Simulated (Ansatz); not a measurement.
# (PbSe)2(CaSe)1 [001] superlattice, started as rocksalt type: from the cell to its phonons

Aim: the vibrations of (PbSe)2(CaSe)1 [001] superlattice, started as rocksalt type, their spectra, and whether the structure is stable.

Calculated with Ansatz 0.2.0; DFT PBEsol, scalar-relativistic, plane waves, PAW.

The structure was built from a prototype and need not be the compound's stable phase.

## 1. The starting structure

The structure is tetragonal, space group I4/mmm (No. 139). Conventional cell: a = 4.280 Å, b = 4.280 Å, c = 18.160 Å, α = 90.00°, β = 90.00°, γ = 90.00°. Nearest to Ca lie 6 Se at 3.03 Å. Pb has 6 Se at 3.03 Å nearest. Se has 1 Ca at 3.03 Å and 5 Pb at 3.03 Å nearest. Nearest to Se lie 2 Pb at 3.03 Å and 4 Ca at 3.03 Å. Farther neighbours and most contacts between anions are not listed.

## 2. Relaxation

Harmonic phonons are second derivatives at a point where the forces vanish, and they are wanted at zero stress, so atoms and cell are relaxed first.

File input.yaml:

```yaml
crystal:
  lattice:
    - [3.02667, 3.02667, 0.0]
    - [-3.02667, 3.02667, 0.0]
    - [3.02667, 0.0, 9.08]
  atoms:
    - { symbol: Ca, position: [0.666667, 0.333333, 0.666667] }
    - { symbol: Pb, position: [0.0, 0.0, 0.0] }
    - { symbol: Pb, position: [0.333333, 0.666667, 0.333333] }
    - { symbol: Se, position: [0.5, 0.5, 0.0] }
    - { symbol: Se, position: [0.833333, 0.166667, 0.333333] }
    - { symbol: Se, position: [0.166667, 0.833333, 0.666667] }
kpoints:
  mp_grid: { grid: [6, 6, 6] }
hamiltonian:
  xc: pbesol
scf:
  occupations: { method: gaussian, width: 0.02 }
output:
  forces: true
  stress: true
  eigenvalues: true
  write_density: true
  write_potential: true
  elf: true
  volumetric_format: npy
relax:
  adjacent_minimum: "off"
  f_tol: 0.005
  max_steps: 80
  cell: { stress_tol: 0.05 }
```

Launch:

```
$ ansatz run input.yaml --threads 8 --pin off --max-ram 14336MiB --backend cpu --events-out ev --progress --plain --runs-dir out
```

Numbers of over 12 decimals in the logs are rounded to 6 here.

The program printed:

```text
Warning: the atoms were moved onto the symmetric positions of the space group found under crystal.symmetry.tolerance 1.0e-5 (fractional; no operation is sought that the atoms, as they stand in a round, miss by more than twice it, and no atom is moved by as much as it), and the run uses the moved positions. Before a round's move an operation carried an atom to 8.56e-6 Å from where it should land, the largest such dist [...]
Engine: ansatz 0.2.0, aarch64-unknown-linux-gnu
Pseudopotentials: kind: paw
Pseudopotential: Ca, paw, valence charge 10, recommended cutoff 420 eV (normal), Ca.paw.azcp
Pseudopotential: Pb, paw, valence charge 14, recommended cutoff 420 eV (normal), Pb.paw.azcp
Pseudopotential: Se, paw, valence charge 16, recommended cutoff 420 eV (normal), Se.paw.azcp
Functional definition: PBEsol
  exchange = pbesol_x
  correlation = pbesol_c
Crystal: 6 atoms, lattice volume = 166.359 Å³
Basis set: ecut = 420 eV, 3223 PW (Γ), exchange–correlation on 60×60×128 points (8 copies of the dense FFT grid, shifted against one another)
Bands: 52, of which v1, the nominal top of the filled ones, is band 43 counted from 1 (42 counted from 0)
Symmetry: 16 space group operations
Space group: I4/mmm (ITA 139), of the structure as read, at distance tolerance 5.5e-5 Å
k-points: 30 of 216
Non-local potential: Ca, projectors of the file, l = 0: 3, l = 1: 2, l = 2: 2
Non-local potential: Pb, projectors of the file, l = 0: 2, l = 1: 2, l = 2: 2, l = 3: 2
Non-local potential: Se, projectors of the file, l = 0: 2, l = 1: 2, l = 2: 3, l = 3: 1
PAW form: soft (Blöchl's): semilocal exchange-correlation on the pseudo side does not see the compensation charge
PAW frozen core: Ca, regenerated for the run's functional, and the local potential with it (the file was generated under x = pbe(κ = 0.804, μ = 0.219515), c = pbe(β = 0.066725))
PAW frozen core: Pb, regenerated for the run's functional, and the local potential with it (the file was generated under x = pbe(κ = 0.804, μ = 0.219515), c = pbe(β = 0.066725))
PAW frozen core: Se, regenerated for the run's functional, and the local potential with it (the file was generated under x = pbe(κ = 0.804, μ = 0.219515), c = pbe(β = 0.066725))
PAW one-centre angular grid: Ca, 110 points (default); XC on 64 Gauss nodes
PAW one-centre angular grid: Pb, 590 points (default); XC on 64 Gauss nodes
PAW one-centre angular grid: Se, 590 points (default); XC on 64 Gauss nodes
Initial density: superposition of atomic densities (neutral atoms: chi_scale 0, normalization atom), corrected by the library's trained network
Initial wavefunctions: pseudopotential atomic-orbital guess
Functional: x = pbesol(κ = 0.804, μ = 0.123457), c = pbesol(β = 0.046)
SCF iter   1: F=—  HF=-41582.381584 eV  |F-HF|=—  |Δ(HF+E_count)|=         —  Δρ=2.71e-3  dr2=2.47e-2  ethr=1.77e-3  ⟨swp⟩=9.4  Hψ=7419  notcnv=0  defer=2
preconditioner: auto → Resta (q_TF=auto, 2.444 Å⁻¹)  ε∞=3.2  [insulator: Δε(μ)=0.922 eV  Ē_g=13.400 eV  σ=0.020 eV  W_gap=1.00  n_scr=42 (ndim 8)  ℏωp=19.9 eV  f_vac=0.014  D(μ)=0.00/eV (n_scr^D=0)  ε∞_Penn≈3.2]
SCF iter   2: F=—  HF=-41582.374955 eV  |F-HF|=—  |Δ(HF+E_count)|=   6.63e-3  Δρ=1.11e-3  dr2=2.65e-3  ethr=2.88e-5  ⟨swp⟩=2.6  Hψ=2288  notcnv=0  defer=89
SCF iter   3: F=—  HF=-41582.374501 eV  |F-HF|=—  |Δ(HF+E_count)|=   4.54e-4  Δρ=4.25e-4  dr2=2.85e-4  ethr=3.08e-6  ⟨swp⟩=2.0  Hψ=1862  notcnv=0  defer=89
SCF iter   4: F=—  HF=-41582.374536 eV  |F-HF|=—  |Δ(HF+E_count)|=   3.49e-5  Δρ=1.29e-4  dr2=2.20e-5  ethr=3.32e-7  ⟨swp⟩=2.2  Hψ=1955  notcnv=0  defer=89
SCF iter   5: F=—  HF=-41582.374559 eV  |F-HF|=—  |Δ(HF+E_count)|=   2.33e-5  Δρ=1.90e-5  dr2=7.86e-7  ethr=2.56e-8  ⟨swp⟩=2.1  Hψ=2708  notcnv=0  defer=89
SCF iter   6: F=—  HF=-41582.374559 eV  |F-HF|=—  |Δ(HF+E_count)|=   1.28e-7  Δρ=9.21e-6  dr2=1.95e-7  ethr=1.16e-10  ⟨swp⟩=14.1  Hψ=14743  notcnv=0
SCF iter   7: F=-41582.374559 eV  HF=-41582.374559 eV  |F-HF|=9.02e-9  |Δ(HF+E_count)|=   3.02e-8  Δρ=3.69e-6  dr2=3.21e-8  ethr=1.16e-10  ⟨swp⟩=8.2  Hψ=10591  notcnv=0
SCF 1 converged in 7 iterations: F = -41582.374559 eV  dr2 = 3.21e-8
  greatest PAW one-centre occupation: 1.000 electrons in one spin orbital (limit 2), on the Se atom at site 4 (counted from 0), in its partial waves of l = 2
relax step   1: F+E_penalty+E_count = -41582.37455941 eV  Δ(F+E_penalty+E_count) = +0.000e0 eV  max|allowed force component| = 3.046e-1 eV/Å  Δτ_max = 0.0000 Å  P = -0.303 GPa  Ω = 166.359 Å³  (7 SCF iters, dr2 threshold 1.00e-7 eV, accepted)
Crystal: 6 atoms, lattice volume = 164.759 Å³
Basis set: ecut = 420 eV, 3183 PW (Γ), exchange–correlation on 60×60×128 points (8 copies of the dense FFT grid, shifted against one another)
Initial density: handed on by an earlier stage of this run
Initial wavefunctions: those handed on with the density
iter 1 solved again at ethr=3.50e-5 eV; its pass at ethr=3.10e-3 eV (dr2=3.01e-2 eV) is discarded
SCF iter   1: F=—  HF=-41582.401451 eV  |F-HF|=—  |Δ(HF+E_count)|=         —  Δρ=3.94e-3  dr2=2.98e-2  ethr=3.50e-5  ⟨swp⟩=3.5  Hψ=7618  notcnv=0
preconditioner: auto → Resta (q_TF=auto, 2.448 Å⁻¹)  ε∞=3.2  [insulator: Δε(μ)=0.926 eV  Ē_g=13.395 eV  σ=0.020 eV  W_gap=1.00  n_scr=42 (ndim 8)  ℏωp=20.0 eV  f_vac=0.008  D(μ)=0.00/eV (n_scr^D=0)  ε∞_Penn≈3.2]
SCF iter   2: F=—  HF=-41582.393217 eV  |F-HF|=—  |Δ(HF+E_count)|=   8.23e-3  Δρ=1.88e-3  dr2=6.40e-3  ethr=3.47e-5  ⟨swp⟩=3.4  Hψ=2156  notcnv=0
SCF iter   3: F=—  HF=-41582.391192 eV  |F-HF|=—  |Δ(HF+E_count)|=   2.03e-3  Δρ=2.20e-4  dr2=9.04e-5  ethr=7.44e-6  ⟨swp⟩=3.2  Hψ=2914  notcnv=0
SCF iter   4: F=—  HF=-41582.391218 eV  |F-HF|=—  |Δ(HF+E_count)|=   2.67e-5  Δρ=8.03e-5  dr2=9.29e-6  ethr=1.05e-7  ⟨swp⟩=2.0  Hψ=2858  notcnv=0
SCF iter   5: F=—  HF=-41582.391216 eV  |F-HF|=—  |Δ(HF+E_count)|=   1.89e-6  Δρ=2.29e-5  dr2=1.11e-6  ethr=1.08e-8  ⟨swp⟩=2.0  Hψ=2845  notcnv=0
SCF iter   6: F=-41582.391216 eV  HF=-41582.391216 eV  |F-HF|=2.14e-8  |Δ(HF+E_count)|=   1.87e-8  Δρ=8.74e-6  dr2=2.02e-7  ethr=6.98e-10  ⟨swp⟩=11.4  Hψ=14002  notcnv=0
SCF 2 converged in 6 iterations: F = -41582.391216 eV  dr2 = 2.02e-7
relax step   2: F+E_penalty+E_count = -41582.39121634 eV  Δ(F+E_penalty+E_count) = -1.666e-2 eV  max|allowed force component| = 1.408e-1 eV/Å  Δτ_max = 0.1019 Å  P = +0.128 GPa  Ω = 164.759 Å³  energy of the carried Pulay correction = +1.378e-4 eV  (6 SCF iters, dr2 threshold 6.00e-7 eV, accepted)
Crystal: 6 atoms, lattice volume = 165.267 Å³
iter 1 solved again at ethr=5.41e-6 eV; its pass at ethr=3.10e-3 eV (dr2=4.65e-3 eV) is discarded
SCF iter   1: F=—  HF=-41582.399571 eV  |F-HF|=—  |Δ(HF+E_count)|=         —  Δρ=1.21e-3  dr2=4.62e-3  ethr=5.41e-6  ⟨swp⟩=3.2  Hψ=7464  notcnv=0
preconditioner: auto → Resta (q_TF=auto, 2.447 Å⁻¹)  ε∞=3.2  [insulator: Δε(μ)=0.912 eV  Ē_g=13.470 eV  σ=0.020 eV  W_gap=1.00  n_scr=42 (ndim 8)  ℏωp=20.0 eV  f_vac=0.010  D(μ)=0.00/eV (n_scr^D=0)  ε∞_Penn≈3.2]
SCF iter   2: F=—  HF=-41582.398385 eV  |F-HF|=—  |Δ(HF+E_count)|=   1.19e-3  Δρ=5.98e-4  dr2=7.91e-4  ethr=5.37e-6  ⟨swp⟩=2.7  Hψ=2043  notcnv=0
SCF iter   3: F=—  HF=-41582.398114 eV  |F-HF|=—  |Δ(HF+E_count)|=   2.71e-4  Δρ=1.04e-4  dr2=5.25e-5  ethr=9.20e-7  ⟨swp⟩=2.8  Hψ=2904  notcnv=0
SCF iter   4: F=—  HF=-41582.398112 eV  |F-HF|=—  |Δ(HF+E_count)|=   2.38e-6  Δρ=5.20e-5  dr2=3.98e-6  ethr=6.11e-8  ⟨swp⟩=2.1  Hψ=2794  notcnv=0
SCF iter   5: F=-41582.398112 eV  HF=-41582.398112 eV  |F-HF|=8.31e-8  |Δ(HF+E_count)|=   7.20e-7  Δρ=1.80e-5  dr2=5.30e-7  ethr=6.98e-10  ⟨swp⟩=12.0  Hψ=14334  notcnv=0
the search or the solves at the SCF's close seem to have found levels that the self-consistency loop had missed (the run counts 1). By its estimate they hold under 1e-12 electrons; where the run keeps them, the occupations were computed again with them
SCF 3 converged in 5 iterations: F = -41582.398112 eV  dr2 = 5.30e-7
relax step   3: F+E_penalty+E_count = -41582.39811225 eV  Δ(F+E_penalty+E_count) = -6.896e-3 eV  max|allowed force component| = 7.811e-3 eV/Å  Δτ_max = 0.0317 Å  P = -0.019 GPa  Ω = 165.267 Å³  energy of the carried Pulay correction = +9.377e-5 eV  (5 SCF iters, dr2 threshold 6.00e-7 eV, accepted)
[...]
relax step   4: F+E_penalty+E_count = -41582.39819972 eV  Δ(F+E_penalty+E_count) = -8.747e-5 eV  max|allowed force component| = 1.461e-3 eV/Å  Δτ_max = 0.0017 Å  P = +0.006 GPa  Ω = 165.198 Å³  energy of the carried Pulay correction = +9.981e-5 eV  (5 SCF iters, dr2 threshold 3.25e-8 eV, accepted)
Initial wavefunctions: pseudopotential atomic-orbital guess (no wavefunctions were taken with the density)
iter 1 solved again at ethr=3.91e-7 eV; its pass at ethr=3.10e-3 eV (dr2=3.36e-4 eV) is discarded
SCF iter   1: F=—  HF=-41582.398093 eV  |F-HF|=—  |Δ(HF+E_count)|=         —  Δρ=6.32e-6  dr2=1.63e-8  ethr=3.91e-7  ⟨swp⟩=3.1  Hψ=11068  notcnv=0
eigensolver tolerance schedule: the retry pair's looser diagonalisation over-reported the residual by 20656.84 of it (diagonalisation noise at an unbounded share of the residual, at the tolerance the schedule requests for it); recorded, not acted on — ethr = c·dr2/N_el stays at c = 1.0e-1
preconditioner: auto → Resta (q_TF=auto, 2.447 Å⁻¹)  ε∞=3.2  [insulator: Δε(μ)=0.911 eV  Ē_g=13.443 eV  σ=0.020 eV  W_gap=1.00  n_scr=42 (ndim 8)  ℏωp=20.0 eV  f_vac=0.010  D(μ)=0.00/eV (n_scr^D=0)  ε∞_Penn≈3.2]
SCF iter   2: F=—  HF=-41582.398107 eV  |F-HF|=—  |Δ(HF+E_count)|=   1.32e-5  Δρ=3.26e-6  dr2=4.38e-9  ethr=1.89e-11  ⟨swp⟩=3.3  Hψ=3964  notcnv=0
SCF iter   3: F=—  HF=-41582.398107 eV  |F-HF|=—  |Δ(HF+E_count)|=   2.95e-9  Δρ=1.18e-6  dr2=7.99e-10  ethr=5.09e-12  ⟨swp⟩=3.0  Hψ=2617  notcnv=0
SCF iter   4: F=—  HF=-41582.398107 eV  |F-HF|=—  |Δ(HF+E_count)|=  5.53e-10  Δρ=1.90e-7  dr2=7.32e-11  ethr=1.00e-12  ⟨swp⟩=2.0  Hψ=2548  notcnv=0
SCF iter   5: F=-41582.398107 eV  HF=-41582.398107 eV  |F-HF|=1.46e-11  |Δ(HF+E_count)|=  2.91e-11  Δρ=7.02e-8  dr2=9.87e-12  ethr=1.00e-12  ⟨swp⟩=6.3  Hψ=6721  notcnv=0
SCF 5 converged in 5 iterations: F = -41582.398107 eV  dr2 = 9.87e-12
relax step   5: F+E_penalty+E_count = -41582.39810662 eV  Δ(F+E_penalty+E_count) = +9.310e-5 eV  max|allowed force component| = 1.472e-3 eV/Å  Δτ_max = 0.0000 Å  P = +0.006 GPa  Ω = 165.198 Å³  stress off target by 7.94e-3 GPa  SCF on the basis re-selected at this cell (its energy is not comparable with the rows above)  (5 SCF iters)
basis re-selected at this cell: Δ(F+E_penalty+E_count) = +9.310e-5 eV, ΔP = -0.000 GPa vs the last step (what re-selecting the basis moved, of the pressure what is left beyond the Pulay correction that the steps carried, after the strain that the cell walked since its last selection, with what the two solves' SCF thresholds leave and, on support functions, any second-order correction that the steps lacked; it is no m [...]
SCF converged after 5 iterations
Free energy (F): -41582.398107 eV
Harris-Foulkes:  -41582.398107 eV  (|F-HF|=1.46e-11)
Internal energy: -41582.398107 eV  (E = F + TS)
E sigma→0 (E₀):  -41582.398107 eV
Fermi energy:    8.868027 eV
--- Per-component energies (eV) ---
  E_band       = -1364.630825
  E_kinetic    = 1210.804033
  E_local      = -10269.343624  (includes V_loc(G=0)·N_el)
  E_nonlocal   = -1010.638284
  E_hartree    = 4755.792353
  E_xc         = -886.738824
  E_vxc        = -733.512240  (∫ρ·V_xc dr)
  E_paw        = -26946.682611  (= ΣΔE_a)
  E_vpaw       = -73.523770  (= ΣTr[D̂ρ^β])
  E_aug_tail   = -0.001632  (compensation charges beyond the density's cutoff)
  E_ewald      = -8438.857897
  E_core_change = 3.268379  (= ΣΔE_core)
  E_smearing   = -0.000000  (= −TS)
  E_closure    = 0.000000  (closes the sum)
  Σ components = -41582.398107   (vs F -41582.398107, Δ=0.00e0)
--- Forces (eV/Å), atoms counted from 1 ---
  atom   1  Ca    -0.00000000    -0.00000000     0.00000000
  atom   2  Pb    -0.00000000     0.00000000    -0.00059047
  atom   3  Pb     0.00000000     0.00000000     0.00059047
  atom   4  Se     0.00000000     0.00000000    -0.00147208
  atom   5  Se    -0.00000000     0.00000000     0.00147208
  atom   6  Se    -0.00000000     0.00000000     0.00000000
  max |Σ_I F_I| component: 6.51e-19 eV/Å
--- Stress (GPa, compression-positive) ---
        0.007938      -0.000000      -0.000000
       -0.000000       0.007938      -0.000000
       -0.000000      -0.000000       0.000950
  P = ⅓ Tr σ = 0.0056 GPa (0.056 kbar)
--- Band table (eV; the first three rows and the last of 30) ---
  k-point 0: bands = [... 39 lower, 6.1705, 7.2289, 7.3724, 7.3724, 10.3807, 11.2492, 11.9787, 12.2804, ... 5 higher]
  k-point 1: bands = [... 39 lower, 6.3794, 7.2513, 7.3516, 7.3516, 10.3772, 11.4526, 11.8644, 12.2804, ... 5 higher]
  k-point 2: bands = [... 39 lower, 6.5668, 7.3079, 7.3079, 7.6790, 10.3701, 11.1837, 11.7841, 12.2805, ... 5 higher]
  k-point 29: bands = [... 39 lower, 6.1442, 6.2286, 6.4774, 7.3518, 10.9886, 11.2332, 11.2665, 12.6922, ... 5 higher]
--- Relaxed structure (4 steps of the walk, 4 accepted, 1 SCFs on fresh bases) ---
  F+E_penalty+E_count = -41582.39810662 eV   max|allowed force component| = 1.472e-3 eV/Å   (the final SCF, on the basis selected at the relaxed cell)
  cell:  # Å, volume = 165.1975 Å³
    - [3.019677, 3.019677, 0.0]
    - [-3.019677, 3.019677, 0.0]
    - [3.019677, 0, 9.058420]
  atoms:
    - { symbol: Ca, position: [0.666667, 0.333333, 0.666667] }
    - { symbol: Pb, position: [0.000757795, -0.000757795, -0.00151559] }
    - { symbol: Pb, position: [0.332576, 0.667424, 0.334849] }
    - { symbol: Se, position: [0.503907, 0.496093, -0.00781453] }
    - { symbol: Se, position: [0.829426, 0.170574, 0.341148] }
    - { symbol: Se, position: [0.166667, 0.833333, 0.666667] }
```

Elapsed: 20 s, on 8 threads of Arm Neoverse V1, shared host; peak memory 0.81 GiB; 2.3 min of CPU time.

The steps of the relaxation:

| step | energy less that of the first step (eV) | largest force component (eV/Å) | pressure (GPa) | volume (Å³) |
| --- | --- | --- | --- | --- |
| 1 | 0.0000 | 0.3046 | -0.30 | 166.36 |
| 2 | -0.0167 | 0.1408 | 0.13 | 164.76 |
| 3 | -0.0236 | 0.0078 | -0.02 | 165.27 |
| 4 | -0.0236 | 0.0015 | 0.01 | 165.20 |
| 5* | -0.0235 | 0.0015 | 0.01 | 165.20 |

Relaxation steps marked * repeat the geometry before them on a plane-wave basis chosen anew for their cell, so energy and pressure can jump there.

The run keeps the 16 symmetry operations that it works with, so distortions that break them were not tested.

| conventional cell, symmetrised | before | after | change |
| --- | --- | --- | --- |
| a (Å) | 4.280 | 4.270 | -0.2 % |
| b (Å) | 4.280 | 4.270 | -0.2 % |
| c (Å) | 18.160 | 18.117 | -0.2 % |
| volume (Å³/atom) | 27.73 | 27.53 | -0.7 % |

The atoms that moved most (Å, as changes of fractional coordinates times the final cell):

| atom | dx | dy | dz | length |
| --- | --- | --- | --- | --- |
| Se5 | 0.000 | 0.000 | 0.071 | 0.071 |
| Se4 | 0.000 | 0.000 | -0.071 | 0.071 |
| Pb3 | 0.000 | 0.000 | 0.014 | 0.014 |
| Pb2 | 0.000 | 0.000 | -0.014 | 0.014 |

This step gave:

```yaml
pressure: 0.005609 GPa
gap_on_the_k_mesh: 0.9105 eV
volume_per_atom: 27.53 Å³
direct_gap_on_mesh: 0.9497 eV
```

Valence density in the ac plane of the conventional cell at fractional y = 0.000, with atoms of Ca and Pb and Se within 0.2 Å of it. It is the smooth field of the valence electrons, not physical close to the nuclei.

Ten steps, logarithmic in the rise over the least value, from '0' (0 e/Å³) to '9' (24 e/Å³), each cell a mean:
```
65310000000245
11000000000001
32110000000123
97421000001369
76321000001247
11100000000011
32100000000122
76421000001356
65421000001356
21100000000012
22110000000122
97421000001358
86321000001257
21100000000111
32100000000123
76421000001357
65421000001356
21100000000012
22100000000112
97421000001258
97421000001258
22100000000112
21100000000012
66410000000256
```
Columns run along a (4.3 Å), rows up along c (18.1 Å), edges of the conventional cell, whose origin can differ from the input's. Atoms in or near the plane, at fractional coordinates: Ca at (0.00, 0.00), Pb at (0.00, 0.67), Pb at (0.00, 0.33), Se at (0.00, 0.16), Se at (0.00, 0.84), Se at (0.00, 0.50).

Electrostatic potential energy in the ac plane of the conventional cell at fractional y = 0.000, with atoms of Ca and Pb and Se within 0.2 Å of it. With pseudopotentials it is smooth inside the atoms' cores, unlike the true potential.

Ten even steps from '_' (-33 eV) to '@' (12 eV), each cell a mean:
```
__..==##%%@@@@@@@@@@%%**::..
##%%%%@@@@@@@@@@@@@@@@@@%%%%
**##%%@@@@@@@@@@@@@@@@@@####
##**++##@@@@@@@@@@@@%%**++**
**++**%%@@@@@@@@@@@@@@##++++
%%%%@@@@@@@@@@@@@@@@@@@@@@%%
++**##%%@@@@@@@@@@@@@@%%##++
::__..++%%@@@@@@@@@@##--__..
..__::**%%@@@@@@@@@@%%==__..
**##%%@@@@@@@@@@@@@@@@@@%%##
####%%@@@@@@@@@@@@@@@@@@%%##
##**++##@@@@@@@@@@@@%%**++**
**++++%%@@@@@@@@@@@@@@**++**
%%%%@@@@@@@@@@@@@@@@@@@@%%%%
==++##%%@@@@@@@@@@@@@@%%**++
::__..++%%@@@@@@@@@@##--__..
..__::**%%@@@@@@@@@@%%==....
####%%@@@@@@@@@@@@@@@@@@%%##
##%%@@@@@@@@@@@@@@@@@@@@%%##
**++++##@@@@@@@@@@@@%%**++**
**++++##@@@@@@@@@@@@%%**++**
##%%@@@@@@@@@@@@@@@@@@@@%%##
**##%%@@@@@@@@@@@@@@@@%%##**
____--##%%@@@@@@@@@@%%++..__
```
Columns run along a (4.3 Å; values clipped at the 3rd and 97th percentile), rows up along c (18.1 Å), edges of the conventional cell, whose origin can differ from the input's. Atoms in or near the plane, at fractional coordinates: Ca at (0.00, 0.00), Pb at (0.00, 0.67), Pb at (0.00, 0.33), Se at (0.00, 0.16), Se at (0.00, 0.84), Se at (0.00, 0.50).

ELF in the ac plane of the conventional cell at fractional y = 0.000, with atoms of Ca and Pb and Se within 0.2 Å of it. It is the smooth field of the valence electrons, not physical close to the nuclei.

Values, 24 rows by 14 columns, each cell a mean:
```
0.81 0.79 0.62 0.25 0.04 0.04 0.07 0.08 0.06 0.03 0.10 0.43 0.72 0.80
0.31 0.26 0.18 0.11 0.06 0.04 0.04 0.04 0.04 0.05 0.08 0.14 0.22 0.29
0.78 0.78 0.74 0.62 0.39 0.16 0.05 0.04 0.09 0.26 0.51 0.69 0.76 0.78
0.34 0.54 0.74 0.75 0.60 0.30 0.10 0.07 0.17 0.44 0.69 0.77 0.68 0.43
0.59 0.70 0.77 0.72 0.54 0.26 0.08 0.06 0.14 0.39 0.65 0.75 0.75 0.64
0.54 0.52 0.45 0.34 0.20 0.08 0.03 0.03 0.05 0.13 0.27 0.40 0.49 0.53
0.33 0.33 0.29 0.22 0.13 0.06 0.03 0.03 0.04 0.08 0.17 0.26 0.32 0.34
0.09 0.18 0.36 0.39 0.27 0.13 0.07 0.06 0.09 0.19 0.33 0.40 0.29 0.12
0.16 0.24 0.38 0.36 0.24 0.11 0.06 0.06 0.08 0.17 0.30 0.39 0.32 0.19
0.31 0.30 0.25 0.18 0.10 0.05 0.03 0.03 0.04 0.07 0.14 0.22 0.28 0.31
0.65 0.64 0.60 0.52 0.38 0.20 0.07 0.05 0.11 0.28 0.45 0.57 0.63 0.65
0.36 0.57 0.76 0.79 0.72 0.48 0.17 0.10 0.29 0.61 0.77 0.79 0.70 0.45
0.49 0.64 0.77 0.77 0.68 0.43 0.15 0.09 0.26 0.57 0.74 0.78 0.72 0.55
0.55 0.53 0.48 0.40 0.27 0.13 0.05 0.04 0.08 0.19 0.33 0.44 0.51 0.54
0.33 0.33 0.29 0.22 0.13 0.06 0.04 0.04 0.05 0.09 0.17 0.26 0.31 0.33
0.08 0.17 0.35 0.38 0.26 0.13 0.07 0.06 0.09 0.18 0.32 0.40 0.27 0.11
0.17 0.26 0.39 0.37 0.25 0.12 0.06 0.05 0.08 0.17 0.31 0.39 0.33 0.20
0.31 0.29 0.25 0.18 0.10 0.05 0.03 0.03 0.03 0.07 0.13 0.21 0.27 0.30
0.67 0.64 0.58 0.46 0.29 0.12 0.04 0.03 0.07 0.18 0.37 0.53 0.62 0.66
0.45 0.61 0.75 0.74 0.58 0.29 0.09 0.06 0.16 0.43 0.68 0.77 0.71 0.52
0.48 0.63 0.76 0.74 0.58 0.28 0.09 0.06 0.15 0.42 0.67 0.76 0.72 0.54
0.72 0.70 0.65 0.52 0.31 0.12 0.04 0.03 0.07 0.20 0.41 0.59 0.68 0.71
0.37 0.30 0.18 0.07 0.04 0.04 0.04 0.04 0.04 0.04 0.05 0.11 0.23 0.34
0.81 0.83 0.72 0.33 0.05 0.04 0.07 0.08 0.06 0.03 0.13 0.53 0.80 0.83
```
Columns run along a (4.3 Å), rows up along c (18.1 Å), edges of the conventional cell, whose origin can differ from the input's. Atoms in or near the plane, at fractional coordinates: Ca at (0.00, 0.00), Pb at (0.00, 0.67), Pb at (0.00, 0.33), Se at (0.00, 0.16), Se at (0.00, 0.84), Se at (0.00, 0.50).

In this step the volume went from 27.73 to 27.53 Å³/atom.

(Part 1 of 3 ends here.)

[Logs are printed without paths, hosts, clocks, repeated set-up lines and the standing remarks that a program may print on its own settings, such as how far it seeks lower states.]

[Hosts, paths, dates, database ids (printed as entryN), source tags and the programs' standing remarks are cut or masked in the printed files.]
